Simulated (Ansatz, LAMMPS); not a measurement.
# Squeezing and shearing glassy 81SiO2-7Na2O-7CaO-4ZnO (mol %) (78 atoms), part 4 of 4

How stiff is glassy 81SiO2-7Na2O-7CaO-4ZnO (mol %) (78 atoms), and how do its levels respond to strain?

Ansatz 0.2.0; Kohn-Sham DFT, PBEsol, PAW (set soft_2), plane waves.

The cell: 22 Si, 4 Na, 2 Ca, 1 Zn and 49 O. The quench rate of 300 K/ps far exceeds what a furnace or splat quench reaches. The starting topology of bonds comes from the classical model. Sampling is at Γ alone.

So far. Step 9 (Volume -10 %): The relaxation converged after 16 steps, 4.23 eV below its start, with a largest force component of 0.048 eV/Å. Step 9 (Volume -10 %): Volume -10 %: the energy stands 2.09 eV above that of the reference, at a pressure of 7.08 GPa.

## Step 10: Stretched by 1 % along x

The relaxed cell is strained along x alone, which gives the stiffness along x and its coupling to y and z.

input.yaml

```yaml
crystal:
  lattice:
    - [10.28376, -0.23726, 0.31553]
    - [-0.23963, 10.05704, 0.14509]
    - [0.31869, 0.14509, 9.80297]
  atoms:
    [... the 78 atom lines of step 4 ...]
kpoints:
  mp_grid: { grid: [1, 1, 1] }
hamiltonian:
  xc: pbesol
scf:
  occupations: { method: fixed }
output:
  forces: true
  eigenvalues: true
  stress: true
relax:
  f_tol: 0.05
  max_steps: 70
```

On the command line:

```
> ansatz run input.yaml --threads 4 --pin off --max-ram 8192MiB --backend cpu --events-out ev --progress --plain --runs-dir out
```

Numbers of over 12 decimals in the logs are rounded to 6 here.

Output:

```text
[...]
Crystal: 78 atoms, lattice volume = 1012.057 Å³
Basis set: ecut = 420 eV, 19779 PW (Γ), exchange–correlation on 144×144×144 points (8 copies of the dense FFT grid, shifted against one another)
Bands: 303, of which v1, the nominal top of the filled ones, is band 225 counted from 1 (224 counted from 0)
Symmetry: 1 space group operations
[...]
k-points: 1
[...]
SCF iter   1: F=—  HF=-54010.363029 eV  |F-HF|=—  |Δ(HF+E_count)|=         —  Δρ=1.19e-2  dr2=1.11e0  ethr=1.77e-3  ⟨swp⟩=4.0  Hψ=1196  notcnv=0  defer=76
[...]
SCF iter   5: F=—  HF=-54010.047844 eV  |F-HF|=—  |Δ(HF+E_count)|=   5.20e-4  Δρ=1.04e-4  dr2=1.74e-4  ethr=8.70e-7  ⟨swp⟩=2.0  Hψ=394  notcnv=0  defer=76
SCF iter   6: F=-54010.047941 eV  HF=-54010.047943 eV  |F-HF|=2.17e-6  |Δ(HF+E_count)|=   9.84e-5  Δρ=5.42e-5  dr2=2.80e-5  ethr=1.39e-8  ⟨swp⟩=16.0  Hψ=2179  notcnv=0
SCF 1 converged in 6 iterations: F = -54010.047941 eV  dr2 = 2.80e-5
[...]
relax step   1: F+E_penalty+E_count = -54010.04794074 eV  Δ(F+E_penalty+E_count) = +0.000e0 eV  max|allowed force component| = 3.502e-1 eV/Å  Δτ_max = 0.0000 Å  (6 SCF iters, dr2 threshold 6.25e-5 eV, accepted)
[...]
relax step   2: F+E_penalty+E_count = -54010.07787085 eV  Δ(F+E_penalty+E_count) = -2.993e-2 eV  max|allowed force component| = 2.071e-1 eV/Å  Δτ_max = 0.0136 Å  (5 SCF iters, dr2 threshold 7.66e-6 eV, accepted)
[...]
relax step   3: F+E_penalty+E_count = -54010.09932005 eV  Δ(F+E_penalty+E_count) = -2.145e-2 eV  max|allowed force component| = 6.274e-2 eV/Å  Δτ_max = 0.0197 Å  (6 SCF iters, dr2 threshold 2.68e-6 eV, accepted)
relax step   4: F+E_penalty+E_count = -54010.10165208 eV  Δ(F+E_penalty+E_count) = -2.332e-3 eV  max|allowed force component| = 6.376e-2 eV/Å  Δτ_max = 0.0051 Å  (7 SCF iters, accepted)
relax step   5: F+E_penalty+E_count = -54010.10201675 eV  Δ(F+E_penalty+E_count) = -3.647e-4 eV  max|allowed force component| = 6.950e-2 eV/Å  Δτ_max = 0.0402 Å  (8 SCF iters, accepted)
relax step   6: F+E_penalty+E_count = -54010.10494682 eV  Δ(F+E_penalty+E_count) = -2.930e-3 eV  max|allowed force component| = 3.233e-2 eV/Å  Δτ_max = 0.0252 Å  (5 SCF iters, dr2 threshold 4.83e-6 eV, accepted)
[...]
relax step   7: F+E_penalty+E_count = -54010.10494886 eV  Δ(F+E_penalty+E_count) = -2.039e-6 eV  max|allowed force component| = 3.270e-2 eV/Å  Δτ_max = 0.0000 Å  (4 SCF iters, accepted)
SCF converged after 4 iterations
Free energy (F): -54010.104949 eV
[...]
Internal energy: -54010.104949 eV  (E = F + TS)
E sigma→0 (E₀):  -54010.104949 eV
Fermi energy:    4.568152 eV
[...]
Σ components = -54010.104949   (vs F -54010.104949, Δ=0.00e0)
--- Forces (eV/Å), atoms counted from 1 ---
  atom   1  Si     0.00634617    -0.00717530     0.00123842
  atom   2  Si     0.01853082    -0.00107797     0.00191437
  atom   3  Si    -0.01215054    -0.00250073     0.00597951
  atom   4  Si     0.00192352    -0.00038536     0.01401036
[...]
atom  78  O      0.01327518     0.00836264    -0.00284255
  max |Σ_I F_I| component: 3.78e-5 eV/Å
--- Stress (GPa, compression-positive) ---
       -1.224107      -0.039949       0.055485
       -0.039949      -0.363987      -0.002591
        0.055485      -0.002590      -0.338946
  P = ⅓ Tr σ = -0.6423 GPa (-6.423 kbar)
--- Band table (eV) ---
[...]
--- Relaxed structure (7 steps of the walk, 7 accepted, 0 SCFs on fresh bases) ---
  F+E_penalty+E_count = -54010.10494886 eV   max|allowed force component| = 3.270e-2 eV/Å
  atoms:
    - { symbol: Si, position: [0.441732, 0.412285, 0.270957] }
    - { symbol: Si, position: [0.436745, 0.777970, 0.871477] }
    - { symbol: Si, position: [0.407468, 0.113469, 0.267386] }
    - { symbol: Si, position: [0.415357, 0.065682, 0.959799] }
[...]
- { symbol: O, position: [0.722051, 0.603335, 0.033313] }
```

Run time: 39 s. Hardware: 4 threads of Intel Xeon Platinum 8488C (Sapphire Rapids), shared host; peak memory 1.4 GiB.

The relaxation converged after 7 steps, 0.0570 eV below its start, with a largest force component of 0.033 eV/Å.

Stretched by 1 % along x: the energy stands 0.0409 eV above that of the reference, at a pressure of -0.642 GPa.

## Step 11: Compressed by 1 % along x

The relaxed cell is strained along x alone, which gives the stiffness along x and its coupling to y and z.

input.yaml, the sections that differ from step 10:

```yaml
crystal:
  lattice:
    - [10.08012, -0.23726, 0.31553]
    - [-0.23489, 10.05704, 0.14509]
    - [0.31237, 0.14509, 9.80297]
  atoms:
    [... the 78 atom lines of step 4 ...]
# kpoints, hamiltonian, scf, output, relax: as in step 10
```

Output:

```text
[...]
Crystal: 78 atoms, lattice volume = 992.016 Å³
Basis set: ecut = 420 eV, 19409 PW (Γ), exchange–correlation on 144×144×144 points (8 copies of the dense FFT grid, shifted against one another)
Bands: 303, of which v1, the nominal top of the filled ones, is band 225 counted from 1 (224 counted from 0)
Symmetry: 1 space group operations
[...]
k-points: 1
[...]
SCF iter   1: F=—  HF=-54010.356540 eV  |F-HF|=—  |Δ(HF+E_count)|=         —  Δρ=1.19e-2  dr2=1.09e0  ethr=1.77e-3  ⟨swp⟩=5.0  Hψ=1197  notcnv=0  defer=76
[...]
SCF iter   5: F=—  HF=-54010.047003 eV  |F-HF|=—  |Δ(HF+E_count)|=   5.60e-4  Δρ=1.19e-4  dr2=2.04e-4  ethr=9.43e-7  ⟨swp⟩=2.0  Hψ=393  notcnv=0  defer=76
SCF iter   6: F=-54010.047092 eV  HF=-54010.047094 eV  |F-HF|=2.45e-6  |Δ(HF+E_count)|=   9.19e-5  Δρ=5.42e-5  dr2=2.76e-5  ethr=1.39e-8  ⟨swp⟩=16.0  Hψ=2192  notcnv=0
SCF 1 converged in 6 iterations: F = -54010.047092 eV  dr2 = 2.76e-5
[...]
relax step   1: F+E_penalty+E_count = -54010.04709196 eV  Δ(F+E_penalty+E_count) = +0.000e0 eV  max|allowed force component| = 3.758e-1 eV/Å  Δτ_max = 0.0000 Å  (6 SCF iters, dr2 threshold 6.25e-5 eV, accepted)
[...]
relax step   2: F+E_penalty+E_count = -54010.07907675 eV  Δ(F+E_penalty+E_count) = -3.198e-2 eV  max|allowed force component| = 2.165e-1 eV/Å  Δτ_max = 0.0132 Å  (5 SCF iters, dr2 threshold 8.82e-6 eV, accepted)
[...]
relax step   3: F+E_penalty+E_count = -54010.10227738 eV  Δ(F+E_penalty+E_count) = -2.320e-2 eV  max|allowed force component| = 6.642e-2 eV/Å  Δτ_max = 0.0197 Å  (6 SCF iters, dr2 threshold 2.93e-6 eV, accepted)
relax step   4: F+E_penalty+E_count = -54010.10478112 eV  Δ(F+E_penalty+E_count) = -2.504e-3 eV  max|allowed force component| = 6.136e-2 eV/Å  Δτ_max = 0.0055 Å  (7 SCF iters, accepted)
relax step   5: F+E_penalty+E_count = -54010.10006432 eV  Δ(F+E_penalty+E_count) = +4.717e-3 eV  max|allowed force component| = 1.350e-1 eV/Å  Δτ_max = 0.0555 Å  (9 SCF iters, rejected (line search))
[...]
relax step   6: F+E_penalty+E_count = -54010.10870694 eV  Δ(F+E_penalty+E_count) = -3.926e-3 eV  max|allowed force component| = 3.061e-2 eV/Å  Δτ_max = 0.0210 Å  (8 SCF iters, accepted)
SCF converged after 8 iterations
Free energy (F): -54010.108707 eV
[...]
Internal energy: -54010.108707 eV  (E = F + TS)
E sigma→0 (E₀):  -54010.108707 eV
Fermi energy:    4.760060 eV
[...]
Σ components = -54010.108707   (vs F -54010.108707, Δ=0.00e0)
--- Forces (eV/Å), atoms counted from 1 ---
  atom   1  Si    -0.01196460     0.01023042    -0.00142407
  atom   2  Si    -0.01373846    -0.00092185     0.00680090
  atom   3  Si    -0.00178893    -0.00711503     0.00013001
  atom   4  Si    -0.00302037     0.00139827    -0.01154011
[...]
atom  78  O     -0.01565603    -0.00318196     0.00797746
  max |Σ_I F_I| component: 1.07e-4 eV/Å
--- Stress (GPa, compression-positive) ---
        1.235395       0.008215      -0.011323
        0.008215       0.357976       0.024654
       -0.011324       0.024655       0.301393
  P = ⅓ Tr σ = 0.6316 GPa (6.316 kbar)
--- Band table (eV) ---
[...]
--- Relaxed structure (6 steps of the walk, 5 accepted, 0 SCFs on fresh bases) ---
  F+E_penalty+E_count = -54010.10870694 eV   max|allowed force component| = 3.061e-2 eV/Å
  atoms:
    - { symbol: Si, position: [0.439195, 0.411337, 0.269250] }
    - { symbol: Si, position: [0.435207, 0.778869, 0.871197] }
    - { symbol: Si, position: [0.410490, 0.111668, 0.266710] }
    - { symbol: Si, position: [0.413490, 0.064064, 0.960136] }
[...]
- { symbol: O, position: [0.724470, 0.604544, 0.035058] }
```

Run time: 36 s. Hardware: 4 threads; peak memory 1.4 GiB.

The relaxation converged after 6 steps, 0.0616 eV below its start, with a largest force component of 0.031 eV/Å.

Compressed by 1 % along x: the energy stands 0.0371 eV above that of the reference, at a pressure of 0.632 GPa.

## Step 12: Sheared by 2 % in xy

A shear of the relaxed cell gives the modulus that volume changes can't reach.

input.yaml, the sections that differ from step 11:

```yaml
crystal:
  lattice:
    - [10.17957, -0.13544, 0.31553]
    - [-0.13669, 10.05467, 0.14509]
    - [0.31698, 0.14825, 9.80297]
  atoms:
    [... the 78 atom lines of step 4 ...]
# kpoints, hamiltonian, scf, output, relax: as in step 11
```

Output:

```text
[...]
Crystal: 78 atoms, lattice volume = 1001.937 Å³
Basis set: ecut = 420 eV, 19563 PW (Γ), exchange–correlation on 144×144×144 points (8 copies of the dense FFT grid, shifted against one another)
Bands: 303, of which v1, the nominal top of the filled ones, is band 225 counted from 1 (224 counted from 0)
Symmetry: 1 space group operations
[...]
k-points: 1
[...]
SCF iter   1: F=—  HF=-54010.304225 eV  |F-HF|=—  |Δ(HF+E_count)|=         —  Δρ=1.19e-2  dr2=1.10e0  ethr=1.77e-3  ⟨swp⟩=5.0  Hψ=1197  notcnv=0  defer=76
[...]
SCF iter   6: F=—  HF=-54009.992352 eV  |F-HF|=—  |Δ(HF+E_count)|=   1.02e-4  Δρ=5.59e-5  dr2=2.88e-5  ethr=4.20e-8  ⟨swp⟩=2.0  Hψ=447  notcnv=0  defer=76
SCF iter   7: F=-54009.992361 eV  HF=-54009.992360 eV  |F-HF|=1.62e-6  |Δ(HF+E_count)|=   8.23e-6  Δρ=1.95e-5  dr2=3.78e-6  ethr=6.40e-9  ⟨swp⟩=18.0  Hψ=2070  notcnv=0
SCF 1 converged in 7 iterations: F = -54009.992361 eV  dr2 = 3.78e-6
[...]
relax step   1: F+E_penalty+E_count = -54009.99236143 eV  Δ(F+E_penalty+E_count) = +0.000e0 eV  max|allowed force component| = 5.590e-1 eV/Å  Δτ_max = 0.0000 Å  (7 SCF iters, dr2 threshold 6.25e-5 eV, accepted)
[...]
relax step   2: F+E_penalty+E_count = -54010.04608267 eV  Δ(F+E_penalty+E_count) = -5.372e-2 eV  max|allowed force component| = 3.526e-1 eV/Å  Δτ_max = 0.0168 Å  (5 SCF iters, dr2 threshold 1.95e-5 eV, accepted)
[...]
relax step   3: F+E_penalty+E_count = -54010.07932090 eV  Δ(F+E_penalty+E_count) = -3.324e-2 eV  max|allowed force component| = 6.488e-2 eV/Å  Δτ_max = 0.0240 Å  (6 SCF iters, dr2 threshold 7.77e-6 eV, accepted)
relax step   4: F+E_penalty+E_count = -54010.08142298 eV  Δ(F+E_penalty+E_count) = -2.102e-3 eV  max|allowed force component| = 5.338e-2 eV/Å  Δτ_max = 0.0044 Å  (6 SCF iters, accepted)
relax step   5: F+E_penalty+E_count = -54010.08261571 eV  Δ(F+E_penalty+E_count) = -1.193e-3 eV  max|allowed force component| = 5.384e-2 eV/Å  Δτ_max = 0.0264 Å  (8 SCF iters, accepted)
[...]
relax step   6: F+E_penalty+E_count = -54010.08451240 eV  Δ(F+E_penalty+E_count) = -1.897e-3 eV  max|allowed force component| = 3.177e-2 eV/Å  Δτ_max = 0.0145 Å  (7 SCF iters, accepted)
SCF converged after 7 iterations
Free energy (F): -54010.084512 eV
[...]
Internal energy: -54010.084512 eV  (E = F + TS)
E sigma→0 (E₀):  -54010.084512 eV
Fermi energy:    4.643675 eV
[...]
Σ components = -54010.084512   (vs F -54010.084512, Δ=0.00e0)
--- Forces (eV/Å), atoms counted from 1 ---
  atom   1  Si    -0.01022799     0.01092785    -0.00457804
  atom   2  Si     0.00113096     0.03117192    -0.00330673
  atom   3  Si    -0.00849417    -0.00574122    -0.00471460
  atom   4  Si    -0.00561035     0.01457413     0.00530424
[...]
atom  78  O      0.00120672     0.00882126     0.00956167
  max |Σ_I F_I| component: 1.20e-4 eV/Å
--- Stress (GPa, compression-positive) ---
       -0.058876      -0.876641       0.021949
       -0.876641      -0.060339      -0.049639
        0.021948      -0.049638       0.096333
  P = ⅓ Tr σ = -0.0076 GPa (-0.076 kbar)
--- Band table (eV) ---
[...]
--- Relaxed structure (6 steps of the walk, 6 accepted, 0 SCFs on fresh bases) ---
  F+E_penalty+E_count = -54010.08451240 eV   max|allowed force component| = 3.177e-2 eV/Å
  atoms:
    - { symbol: Si, position: [0.440931, 0.411991, 0.270382] }
    - { symbol: Si, position: [0.434642, 0.777548, 0.870659] }
    - { symbol: Si, position: [0.411925, 0.112965, 0.265389] }
    - { symbol: Si, position: [0.416544, 0.064980, 0.959288] }
[...]
- { symbol: O, position: [0.722508, 0.603624, 0.035636] }
```

The job ended after 32 s (4 threads; peak memory 1.4 GiB; 2 min of CPU time).

The relaxation converged after 6 steps, 0.0922 eV below its start, with a largest force component of 0.032 eV/Å.

Sheared by 2 % in xy: the energy stands 0.0613 eV above that of the reference, at a pressure of -0.00763 GPa.

## Step 13: Pressure against volume

Atoms are relaxed at each volume, in the scaled cell.

| volume change (%) | volume (Å³/atom) | energy change (meV/atom) | pressure (GPa) | largest move on relaxing (Å) | bonds | gap (eV) |
| --- | --- | --- | --- | --- | --- | --- |
| -10 | 11.562 | 26.75 | 7.08 | 0.41 | 128 | 3.62 |
| -6 | 12.076 | 9.18 | 3.97 | 0.25 | 127 | 3.44 |
| -3 | 12.461 | 2.22 | 1.86 | 0.12 | 126 | 3.32 |
| +0 | 12.847 | 0.00 | -0.01 | - | 125 | 3.20 |
| +3 | 13.232 | 2.23 | -1.70 | 0.09 | 124 | 3.11 |
| +6 | 13.617 | 7.94 | -3.18 | 0.24 | 123 | 3.02 |

## Step 14: Uniaxial strain and shear

Stress (GPa, compression positive) less that of the relaxed cell, atoms relaxed:

```
                   strain      xx      yy      zz      xy  energy change (meV/atom)
 stretched by 1 % along x  -1.237  -0.359  -0.316  -0.026                      0.52
compressed by 1 % along x   1.222   0.363   0.324   0.023                      0.48
     sheared by 2 % in xy  -0.072  -0.055   0.119  -0.862                      0.79
```

## Step 15: What came out

The bulk modulus, from the slope of pressure against ln V over the three points nearest the relaxed volume, is 59.3 GPa; a quadratic over all points gives a pressure derivative of about 2.6. The count of bonds runs from 123 to 128 over the series, so at some points contacts cross the cutoffs. The gap goes from 3.62 eV at the smallest volume to 3.02 eV at the largest, -3.7 eV per unit of ln V by a straight line, on the run's k-points. In the Cartesian axes of the cell, finite differences give C11 = 123, C12 = 36.1, C13 = 32.0 and C66 = 43.1 GPa (the shear of 2 % is the engineering strain, εxy = 0.01). The mean of C11, C12 and C13, which equals the bulk modulus in a cubic or isotropic solid, is 63.7 GPa: it agrees with the bulk modulus within 10 %. For an isotropic solid C66 would equal (C11 − C12)/2 = 43.4 GPa; so small a sample needn't be isotropic, and C66 rests on one shear. With the bulk modulus and C66 as K and G, Young's modulus would be about 104 GPa and Poisson's ratio 0.21.

Caveats: Strains are finite and relaxations stop at the force tolerance of the input, which can leave moduli too stiff; they are those of a static cell at zero temperature. Volumes are changed with the cell's shape held, so in an anisotropic solid the modulus lies over the one under free hydrostatic load. The program notes that the SCF threshold of the relaxations is loose for the stress.

The DFT runs together took 10 min of wall time.

[Logs are printed without paths, hosts, clocks, repeated set-up lines and the standing remarks that a program may print on its own settings, such as how far it seeks lower states.]

[Hosts, paths, dates, database ids (printed as entryN), source tags and the programs' standing remarks are cut or masked in the printed files.]
